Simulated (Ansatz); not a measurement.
# NaGeCl3 (built on the sites of a database entry of CsGeBr3): following an unstable mode

Aim: this structure of NaGeCl3 (built on the sites of a database entry of CsGeBr3) is to be tested for unstable modes, and one is followed downhill.

Program: Ansatz 0.2.0. Level of theory: DFT PBEsol, scalar-relativistic, plane waves, PAW. Results are calculated unless marked as measured.

The structure was built from a prototype and need not be the compound's stable phase.

**1. The starting structure**

It takes space group Pm-3m (No. 221, cubic). The conventional cell has a = 5.132 Å, b = 5.132 Å, c = 5.132 Å, α = 90.00°, β = 90.00°, γ = 90.00°. Na has 12 Cl at 3.63 Å nearest. Nearest to Ge lie 6 Cl at 2.57 Å. Nearest to Cl lie 2 Ge at 2.57 Å. Farther neighbours and most contacts between anions are not listed.

**2. The dispersion**

The cell comes from relaxations at this level that are not shown. Stability and thermal properties need the whole zone. Linear response on a 2×2×2 q mesh gives force constants as far as a supercell of that size would, and the tensors from the zone-centre run are typed in so that the long-range dipole term is interpolated apart.

Input file input.yaml:

```yaml
crystal:
  lattice:
    - [5.1317724219, 0.0, 0.0]
    - [0.0, 5.1317724219, 0.0]
    - [0.0, 0.0, 5.1317724219]
  atoms:
    - { symbol: Na, position: [0.0, 0.0, 0.0] }
    - { symbol: Ge, position: [0.5, 0.5, 0.5] }
    - { symbol: Cl, position: [0.5, 0.5, 0.0] }
    - { symbol: Cl, position: [0.5, 0.0, 0.5] }
    - { symbol: Cl, position: [0.0, 0.5, 0.5] }
kpoints:
  mp_grid: { grid: [6, 6, 6] }
hamiltonian:
  xc: pbesol
scf:
  occupations: { method: fixed }
output:
  eigenvalues: true
phonons:
  method: dfpt
  qmesh: [2, 2, 2]
  temperatures: { t_max: 1000, t_step: 50 }
  qpath:
    path:
      - [[0.0, 0.0, 0.0], [0.0, 0.5, 0.0], [0.5, 0.5, 0.0], [0.0, 0.0, 0.0], [0.5, 0.5, 0.5], [0.0, 0.5, 0.0]]
      - [[0.5, 0.5, 0.5], [0.5, 0.5, 0.0]]
    npoints: 10
  non_analytic_term:
    high_frequency_dielectric_tensor: [[7.4418, 0.0, 0.0], [0.0, 7.4418, 0.0], [0.0, 0.0, 7.4418]]
    born_effective_charges:
      - { species: Na, tensor: [[1.3111, 0.0, 0.0], [0.0, 1.3111, 0.0], [0.0, 0.0, 1.3111]] }
      - { species: Ge, tensor: [[5.0442, 0.0, 0.0], [0.0, 5.0442, 0.0], [0.0, 0.0, 5.0442]] }
      - { species: Cl, tensor: [[-0.548, 0.0, 0.0], [0.0, -0.548, 0.0], [0.0, 0.0, -5.2593]] }
      - { species: Cl, tensor: [[-0.548, 0.0, 0.0], [0.0, -5.2593, 0.0], [0.0, 0.0, -0.548]] }
      - { species: Cl, tensor: [[-5.2593, 0.0, 0.0], [0.0, -0.548, 0.0], [0.0, 0.0, -0.548]] }
    source: "zone-centre run at this cell"
```

Command:

```bash
$ ansatz run input.yaml --threads 8 --pin off --max-ram 14336MiB --backend cpu --events-out ev --progress --plain --runs-dir out
```

Numbers of over 12 decimals in the logs are rounded to 6 here.

Log:

```text
Engine: ansatz 0.2.0, aarch64-unknown-linux-gnu
Pseudopotentials: kind: paw
Pseudopotential: Na, paw, valence charge 9, recommended cutoff 420 eV (normal), Na.paw.azcp
Pseudopotential: Ge, paw, valence charge 14, recommended cutoff 420 eV (normal), Ge.paw.azcp
Pseudopotential: Cl, paw, valence charge 7, recommended cutoff 420 eV (normal), Cl.paw.azcp
Functional definition: PBEsol
  exchange = pbesol_x
  correlation = pbesol_c
Crystal: 5 atoms, lattice volume = 135.146 Å³
Basis set: ecut = 420 eV, 2601 PW (Γ), exchange–correlation on 72×72×72 points (8 copies of the dense FFT grid, shifted against one another)
Bands: 27, of which v1, the nominal top of the filled ones, is band 22 counted from 1 (21 counted from 0)
Symmetry: 48 space group operations
k-points: 20 of 216
Non-local potential: Na, projectors of the file, l = 0: 3, l = 1: 2, l = 2: 1
Non-local potential: Ge, projectors of the file, l = 0: 2, l = 1: 2, l = 2: 3, l = 3: 1
Non-local potential: Cl, projectors of the file, l = 0: 2, l = 1: 2, l = 2: 2
PAW form: soft (Blöchl's): semilocal exchange-correlation on the pseudo side does not see the compensation charge
PAW frozen core: Na, regenerated for the run's functional, and the local potential with it (the file was generated under x = pbe(κ = 0.804, μ = 0.219515), c = pbe(β = 0.066725))
PAW frozen core: Ge, regenerated for the run's functional, and the local potential with it (the file was generated under x = pbe(κ = 0.804, μ = 0.219515), c = pbe(β = 0.066725))
PAW frozen core: Cl, regenerated for the run's functional, and the local potential with it (the file was generated under x = pbe(κ = 0.804, μ = 0.219515), c = pbe(β = 0.066725))
PAW one-centre angular grid: Na, 110 points (default); XC on 64 Gauss nodes
PAW one-centre angular grid: Ge, 590 points (default); XC on 64 Gauss nodes
PAW one-centre angular grid: Cl, 110 points (default); XC on 64 Gauss nodes
Initial density: superposition of atomic densities (neutral atoms: chi_scale 0, normalization atom), corrected by the library's trained network
Initial wavefunctions: pseudopotential atomic-orbital guess
Functional: x = pbesol(κ = 0.804, μ = 0.123457), c = pbesol(β = 0.046)
SCF iter   1: F=—  HF=-8917.146432 eV  |F-HF|=—  |Δ(HF+E_count)|=         —  Δρ=2.62e-3  dr2=1.07e-2  ethr=1.77e-3  ⟨swp⟩=4.7  Hψ=2017  notcnv=0  defer=43
preconditioner: auto → Resta (q_TF=auto, 2.263 Å⁻¹)  ε∞=3.4  [insulator: Δε(μ)=0.340 eV  Ē_g=10.564 eV  n_scr=26 (ndim 8)  ℏωp=16.3 eV  f_vac=0.182  ε∞_Penn≈3.4]
SCF iter   2: F=—  HF=-8917.140601 eV  |F-HF|=—  |Δ(HF+E_count)|=   5.83e-3  Δρ=1.29e-3  dr2=2.56e-3  ethr=2.44e-5  ⟨swp⟩=2.1  Hψ=1006  notcnv=0  defer=58
SCF iter   3: F=—  HF=-8917.139951 eV  |F-HF|=—  |Δ(HF+E_count)|=   6.49e-4  Δρ=2.37e-4  dr2=1.32e-4  ethr=5.81e-6  ⟨swp⟩=3.0  Hψ=999  notcnv=0  defer=57
SCF iter   4: F=—  HF=-8917.139937 eV  |F-HF|=—  |Δ(HF+E_count)|=   1.43e-5  Δρ=1.07e-4  dr2=2.07e-5  ethr=2.99e-7  ⟨swp⟩=2.0  Hψ=973  notcnv=0  defer=48
SCF iter   5: F=—  HF=-8917.139934 eV  |F-HF|=—  |Δ(HF+E_count)|=   2.64e-6  Δρ=4.87e-5  dr2=3.76e-6  ethr=4.71e-8  ⟨swp⟩=2.0  Hψ=960  notcnv=0  defer=21
SCF iter   6: F=—  HF=-8917.139934 eV  |F-HF|=—  |Δ(HF+E_count)|=   6.58e-7  Δρ=1.67e-5  dr2=6.15e-7  ethr=8.55e-9  ⟨swp⟩=2.0  Hψ=926  notcnv=0  defer=20
SCF iter   7: F=—  HF=-8917.139934 eV  |F-HF|=—  |Δ(HF+E_count)|=   2.73e-8  Δρ=6.11e-6  dr2=4.64e-8  ethr=1.40e-9  ⟨swp⟩=2.0  Hψ=940  notcnv=0  defer=20
SCF iter   8: F=—  HF=-8917.139934 eV  |F-HF|=—  |Δ(HF+E_count)|=   1.32e-8  Δρ=3.17e-6  dr2=7.87e-9  ethr=1.06e-10  ⟨swp⟩=2.0  Hψ=948  notcnv=0  defer=20
SCF iter   9: F=—  HF=-8917.139934 eV  |F-HF|=—  |Δ(HF+E_count)|=   2.40e-9  Δρ=3.53e-7  dr2=1.39e-10  ethr=1.79e-11  ⟨swp⟩=2.0  Hψ=878  notcnv=0  defer=20
SCF iter  10: F=-8917.139934 eV  HF=-8917.139934 eV  |F-HF|=3.64e-12  |Δ(HF+E_count)|=  2.80e-10  Δρ=5.69e-8  dr2=4.75e-12  ethr=1.00e-12  ⟨swp⟩=10.1  Hψ=3289  notcnv=0
SCF 1 converged in 10 iterations: F = -8917.139934 eV  dr2 = 4.75e-12
  greatest PAW one-centre occupation: 0.999 electrons in one spin orbital (limit 2), on the Na atom at site 0 (counted from 0), in its partial waves of l = 0
NSCF: frozen V_eff on 20 k-points
NSCF: frozen V_eff on 64 k-points
DFPT response loops at q = (0, 0, 0) (fractional): preconditioner auto → none (the input reference at scf.mixing.eps_inf says where Resta's filter doesn't serve); β = 0.50; Broyden in place of MSR1
NSCF: frozen V_eff on 128 k-points
DFPT response loops at q = (0, 0, -0.5) (fractional): mixed as the last ones told, above
NSCF: frozen V_eff on 128 k-points
DFPT response loops at q = (0, -0.5, -0.5) (fractional): mixed as the last ones told, above
NSCF: frozen V_eff on 128 k-points
DFPT response loops at q = (-0.5, -0.5, -0.5) (fractional): mixed as the last ones told, above
SCF converged after 10 iterations
Free energy (F): -8917.139934 eV
Harris-Foulkes:  -8917.139934 eV  (|F-HF|=3.64e-12)
Internal energy: -8917.139934 eV  (E = F + TS)
E sigma→0 (E₀):  -8917.139934 eV
Fermi energy:    4.558394 eV
--- Per-component energies (eV) ---
  E_band       = -513.575533
  E_kinetic    = 711.673745
  E_local      = -5097.437225  (includes V_loc(G=0)·N_el)
  E_nonlocal   = 616.422522
  E_hartree    = 2031.809197
  E_xc         = -430.654039
  E_vxc        = -477.304268  (∫ρ·V_xc dr)
  E_paw        = -4150.472660  (= ΣΔE_a)
  E_vpaw       = -330.549203  (= ΣTr[D̂ρ^β])
  E_aug_tail   = 0.000532  (compensation charges beyond the density's cutoff)
  E_ewald      = -2599.689931
  E_core_change = 1.207926  (= ΣΔE_core)
  E_smearing   = -0.000000  (= −TS)
  E_closure    = 0.000000  (closes the sum)
  Σ components = -8917.139934   (vs F -8917.139934, Δ=0.00e0)
--- Band table (eV; the first three rows and the last of 20) ---
  k-point 0: bands = [... 18 lower, 0.7072, 0.7881, 0.7881, 0.7881, 5.4204, 9.4726, 9.4726, 9.4818, ... 1 higher]
  k-point 1: bands = [... 18 lower, 0.6640, 0.7651, 0.7651, 0.8284, 5.7173, 9.0287, 9.2767, 9.4144, ... 1 higher]
  k-point 2: bands = [... 18 lower, 0.5804, 0.7638, 0.7638, 1.3674, 6.4483, 7.1180, 8.5864, 9.4073, ... 1 higher]
  k-point 19: bands = [... 18 lower, 1.3598, 1.3598, 1.3598, 4.5584, 4.9194, 4.9194, 4.9194, 6.3895, ... 1 higher]
--- Phonons (Γ-DFPT): 4 representative perturbations + reference (Σ response iterations 12) ---
  ASR residual: 3.311e-5 → 0.000e0 eV/Å²; symmetrization residual: 2.271e-6 eV/Å²
  ASR residual per site (eV/Å²): 1.76e-5 5.79e-6 3.31e-5 3.31e-5 3.31e-5
  Γ frequencies (cm⁻¹): -90.60 -90.60 -90.60 -45.97 -45.97 -45.97 0.00 0.00 0.00 26.85 26.85 26.85 91.47 91.47 91.47
--- Phonons (arbitrary-q DFPT): 4 irreducible q on the 2×2×2 mesh ---
  q = [0.0000, 0.0000, 0.0000] (star 1, of the zone-centre solve; hermiticity 8.53e-6, symmetrization 1.01e-10): -90.60 -90.60 -90.60 -45.97 -45.97 -45.97 -0.00 -0.00 0.00 26.85 26.85 26.85 91.47 91.47 91.47
  q = [0.0000, 0.0000, -0.5000] (star 3, 9 solved perturbations in 504 linear systems a pass and spin channel, the states on 64 of 216 k-point pairs; hermiticity 5.55e-7, symmetrization 4.55e-9): -82.61 -82.61 -28.99 -28.99 15.52 15.52 52.21 64.32 65.66 67.71 67.71 82.93 82.93 183.46 257.21
  q = [0.0000, -0.5000, -0.5000] (star 3, 9 solved perturbations in 504 linear systems a pass and spin channel, the states on 64 of 216 k-point pairs; hermiticity 1.11e-6, symmetrization 1.53e-8): -80.23 -80.23 -75.06 -71.16 29.20 54.98 54.98 71.59 72.02 72.02 116.05 184.86 184.86 230.18 262.85
  q = [-0.5000, -0.5000, -0.5000] (star 1, 4 solved perturbations in 184 linear systems a pass and spin channel, the states on 64 of 216 k-point pairs; hermiticity 8.04e-7, symmetrization 1.81e-9): -84.12 -84.12 -84.12 -75.14 -75.14 -75.14 121.93 121.93 121.93 176.30 176.30 176.30 229.58 229.58 269.77
  sum rule: each row above includes the acoustic sum rule's correction from the zone centre's row sums; it moved no ω² by more than (0.50 cm⁻¹)²
  mesh force constants: q→R imaginary residual 8.27e-18; ASR residual 3.311e-5 → 0.000e0 eV/Å²; symmetrization residual 5.329e-15 eV/Å²
  interpolated dispersion: 63 rows × 15 modes
  density of states and harmonic sums: on the 12×12×12 q-mesh, interpolated from the force constants of a 2×2×2 supercell (with the dipole–dipole term of supplied tensors)
  largest difference from the sums on the solved wave vectors: F 9.57e-2 eV, S 9.60e-5 and C_V 4.79e-5 eV/K
  zero-point energy: 0.073201 eV/cell   skipped modes (ω ≤ 0): 414, of them read as no rigid motion or as one in doubt: 411 (4.844e0 modes/cell left out, lowest -90.60 cm⁻¹)   left out of the sums: 3.23e-1 of the cell's modes: C_V's classical limit lies that fraction below 3 k_B per atom; for a crystal, a wire or a layer, F and S can be off by more, and a phonons.interpolated_qmesh denser along its periods is the remedy for the sampling
```

Elapsed: 2 min, on 8 threads of Arm Neoverse N1, shared host; peak memory 1.1 GiB.

In the SCF lines HF is the Harris–Foulkes energy and dr2 the Hartree energy of the density residual, in eV; the loop may stop once dr2 is under the threshold and the program's other checks hold. Hψ counts applications of the Hamiltonian.

Numbers from this step:

```
gap on the k-mesh                                       : 0.3610 eV
volume per atom                                         : 27.03 Å³
sum-rule residual before enforcement                    : 3.31e-5 eV/Å²
lowest frequency on the path                            : -90.60 cm⁻¹
point group                                             : m-3m
highest frequency on the path or at a solved wavevector : 269.8 cm⁻¹
highest optical mode at the zone centre (no LO-TO term) : 91.47 cm⁻¹
lowest optical zone-centre mode                         : -90.6 cm⁻¹
lowest mode on the q mesh (acoustic modes at Γ apart)   : -90.6 cm⁻¹
```

Frequencies (cm⁻¹) solved at each irreducible wavevector; negative means imaginary. Frequencies by wavevector, by row:

```tsv
q in reciprocal lattice units	star	mode 1	mode 2	mode 3	mode 4	mode 13	mode 14	mode 15
0 0 0	1	-90.6	-90.6	-90.6	-46	91.5	91.5	91.5
0 0 -0.5	3	-82.6	-82.6	-29	-29	82.9	183.5	257.2
0 -0.5 -0.5	3	-80.2	-80.2	-75.1	-71.2	184.9	230.2	262.9
-0.5 -0.5 -0.5	1	-84.1	-84.1	-84.1	-75.1	229.6	229.6	269.8
```

Interpolated from a 2×2×2 q mesh, with the LO-TO term (at Γ the limit along the path; where Γ stands inside the path, tables give the limit on arrival). The phonon branches at the labelled points (cm⁻¹):

```tsv
point	branch 1	branch 2	branch 3	branch 4	branch 12	branch 13	branch 14	branch 15
Γ	-91	-91	-88	-46	91	92	92	239
halfway	-87	-87	-50	-35	89	89	141	248
X	-83	-83	-29	-29	83	83	184	257
halfway	-82	-78	-55	-52	140	174	184	257
M	-80	-80	-75	-71	185	185	230	263
halfway	-83	-79	-62	-38	123	141	162	240
Γ	-91	-91	-88	-46	91	92	92	239
halfway	-80	-80	-67	-46	143	164	164	236
R	-84	-84	-84	-75	176	230	230	270
halfway	-81	-80	-68	-57	166	182	182	257
X	-83	-83	-29	-29	83	83	184	257
jump to R	-84	-84	-84	-75	176	230	230	270
halfway	-82	-82	-78	-75	181	181	230	264
M	-80	-80	-75	-71	185	185	230	263
```

Symmetry leaves 4 wavevectors to solve. The lowest mode among them, the acoustic zeros apart, lies at Γ and is imaginary, 90.6i cm⁻¹, so the energy falls along it.

**3. The mode frozen in, largest atomic shift 0 Å**

The mode followed lies at q = (-0.5, -0.5, -0.5) with frequency 84.1i cm⁻¹ and is 3-fold degenerate, one of the unstable modes though not the softest. At small amplitude the distorted cell has space group no. 74 by a symmetry search on the positions. The undistorted cell that holds it gives the zero of energy on the same k mesh.

System of this step: NaGeCl3 (built on the sites of a database entry of CsGeBr3). Symmetry: Pm-3m, No. 221, cubic system. The conventional cell has a = 5.132 Å, b = 5.132 Å, c = 5.132 Å, α = 90.00°, β = 90.00°, γ = 90.00°. Nearest to Na lie 12 Cl at 3.63 Å. Nearest to Ge lie 6 Cl at 2.57 Å. Nearest to Cl lie 2 Ge at 2.57 Å. Farther neighbours and most contacts between anions are not listed.

Input file input.yaml:

```yaml
crystal:
  lattice:
    - [5.1317724219, 5.1317724219, 0.0]
    - [5.1317724219, 0.0, 5.1317724219]
    - [5.1317724219, 0.0, -5.1317724219]
  atoms:
    - { symbol: Na, position: [0.0, 0.0, 0.0] }
    - { symbol: Na, position: [0.0, 0.5, 0.5] }
    - { symbol: Ge, position: [0.5, 0.25, 0.75] }
    - { symbol: Ge, position: [0.5, 0.75, 0.25] }
    - { symbol: Cl, position: [0.5, 0.0, 0.0] }
    - { symbol: Cl, position: [0.5, 0.5, 0.5] }
    - { symbol: Cl, position: [0.0, 0.5, 0.0] }
    - { symbol: Cl, position: [0.0, 0.0, 0.5] }
    - { symbol: Cl, position: [0.5, 0.0, 0.5] }
    - { symbol: Cl, position: [0.5, 0.5, 0.0] }
kpoints:
  mp_grid: { grid: [6, 6, 6] }
hamiltonian:
  xc: pbesol
scf:
  occupations: { method: gaussian, width: 0.02 }
output:
  forces: true
  stress: true
  eigenvalues: true
```

Log:

```text
[...]
Crystal: 10 atoms, lattice volume = 270.291 Å³
Basis set: ecut = 420 eV, 5209 PW (Γ), exchange–correlation on 100×100×100 points (8 copies of the dense FFT grid, shifted against one another)
Bands: 54, of which v1, the nominal top of the filled ones, is band 44 counted from 1 (43 counted from 0)
Symmetry: 96 space group operations
[...]
k-points: 16 of 216
[...]
k-point 0: bands = [... 40 lower, 1.3570, 1.3570, 1.3570, 4.5583, 4.9218, 4.9218, 4.9218, 5.4195, ... 4 higher]
  k-point 1: bands = [... 40 lower, 1.2651, 1.2651, 1.3080, 3.6083, 5.3074, 5.3074, 5.6435, 5.8494, ... 4 higher]
  k-point 2: bands = [... 40 lower, 1.1134, 1.1134, 1.1786, 2.5148, 6.2119, 6.2325, 6.2325, 6.8541, ... 4 higher]
  k-point 15: bands = [... 40 lower, 0.8557, 1.2057, 2.1835, 2.7063, 5.6556, 5.8917, 6.6962, 7.2862, ... 4 higher]
[key lines of the parts left out:]
SCF converged after 8 iterations
Free energy (F): -17834.300586 eV
Fermi energy:    4.739455 eV
P = ⅓ Tr σ = -0.0731 GPa (-0.731 kbar)
```

Elapsed: 3.7 s, on 8 threads; peak memory 1 GiB.

This step gave:

```yaml
pressure: -0.07314 GPa
gap_on_the_k_mesh: 0.3635 eV
energy_from_the_undistorted_cell: 0 meV/atom
```

At this level the gap is 0.36 eV on the k-mesh of the self-consistent run, which can miss the band edges.

**4. The mode frozen in, largest atomic shift 0.6 Å**

The atoms are moved along the unstable eigenvector, the largest shift by 0.6 Å, with the cell fixed.

Input file input.yaml:

```yaml
crystal:
  lattice:
    - [5.1317724219, 5.1317724219, 0.0]
    - [5.1317724219, 0.0, 5.1317724219]
    - [5.1317724219, 0.0, -5.1317724219]
  atoms:
    - { symbol: Na, position: [0.0826739835, -0.0826739835, 0.0] }
    - { symbol: Na, position: [-0.0826739835, 0.5826739835, 0.5] }
    - { symbol: Ge, position: [0.5, 0.25, 0.75] }
    - { symbol: Ge, position: [0.5, 0.75, 0.25] }
    - { symbol: Cl, position: [0.5, -0.0080137557, -0.0080137557] }
    - { symbol: Cl, position: [0.5, 0.5080137557, 0.5080137557] }
    - { symbol: Cl, position: [0.0, 0.5080137557, 0.0080137557] }
    - { symbol: Cl, position: [0.0, -0.0080137557, 0.4919862443] }
    - { symbol: Cl, position: [0.5160275113, -0.0160275113, 0.5] }
    - { symbol: Cl, position: [0.4839724887, 0.5160275113, 0.0] }
kpoints:
  mp_grid: { grid: [6, 6, 6] }
hamiltonian:
  xc: pbesol
scf:
  occupations: { method: gaussian, width: 0.02 }
output:
  forces: true
  stress: true
  eigenvalues: true
```

Log:

```text
[...]
Crystal: 10 atoms, lattice volume = 270.291 Å³
Basis set: ecut = 420 eV, 5209 PW (Γ), exchange–correlation on 100×100×100 points (8 copies of the dense FFT grid, shifted against one another)
Bands: 54, of which v1, the nominal top of the filled ones, is band 44 counted from 1 (43 counted from 0)
Symmetry: 8 space group operations
[...]
k-points: 46 of 216
[...]
k-point 0: bands = [... 40 lower, 1.2161, 1.2875, 1.3006, 4.3768, 4.8456, 4.8518, 4.8699, 5.6158, ... 4 higher]
  k-point 1: bands = [... 40 lower, 1.1508, 1.1964, 1.2299, 3.4969, 5.2254, 5.2379, 5.7318, 5.8354, ... 4 higher]
  k-point 2: bands = [... 40 lower, 1.0142, 1.0489, 1.0990, 2.4388, 6.1294, 6.1497, 6.4043, 6.7390, ... 4 higher]
  k-point 45: bands = [... 40 lower, 0.7159, 1.2952, 1.9693, 3.2745, 5.3367, 5.4678, 6.0104, 7.3963, ... 4 higher]
[key lines of the parts left out:]
SCF converged after 8 iterations
Free energy (F): -17834.481446 eV
Fermi energy:    4.611210 eV
P = ⅓ Tr σ = 0.3298 GPa (3.298 kbar)
```

It took 9.7 s on 8 threads; peak memory 1.2 GiB; 74 s of CPU time.

This step gave:

```
pressure                         : 0.3298 GPa
gap on the k-mesh                : 0.4689 eV
energy from the undistorted cell : -18.09 meV/atom
```

The energy, extrapolated to zero smearing, is -18.09 meV/atom against the undistorted cell.

The run ends at a pressure of 0.33 GPa, with forces up to 0.18 eV/Å.

**5. Energy along the mode, all amplitudes (two of the runs are shown above)**

An imaginary frequency means negative curvature, so the energy should fall and then rise again as anharmonic terms take over.

Numbers from this step:

```yaml
depth_at_the_lowest_point_sampled: 18.09 meV/atom
largest_atomic_shift_at_that_point: 0.6 Å
```

The energy from the parent by largest atomic shift:

```tsv
largest atomic shift (Å)	energy from the parent (meV/atom)
0.000	0
0.040	-0.106
0.080	-0.422
0.140	-1.28
0.220	-3.11
0.320	-6.37
0.450	-11.7
0.600	-18.1
```

Displacement at unit largest shift by atom:

```tsv
atom	x (Å)	y (Å)	z (Å)	size
Na1	0.000	0.707	-0.707	1.000
Na2	0.000	-0.707	0.707	1.000
Ge3	0.000	0.000	0.000	0.000
Ge4	0.000	0.000	0.000	0.000
Cl5	-0.137	0.000	0.000	0.137
Cl6	0.137	0.000	0.000	0.137
Cl7	0.137	0.000	0.000	0.137
Cl8	-0.137	0.000	0.000	0.137
Cl9	0.000	0.137	-0.137	0.194
Cl10	0.000	-0.137	0.137	0.194
```

The lowest of the steps tried is the last one, at 0.6 Å, 18.1 meV/atom below the parent; the bottom of the well need not coincide with a step.

(Continued in part 2 of 2.)

[Logs are printed without paths, hosts, clocks, repeated set-up lines and the standing remarks that a program may print on its own settings, such as how far it seeks lower states.]

[Hosts, paths, dates, database ids (printed as entryN), source tags and the programs' standing remarks are cut or masked in the printed files.]
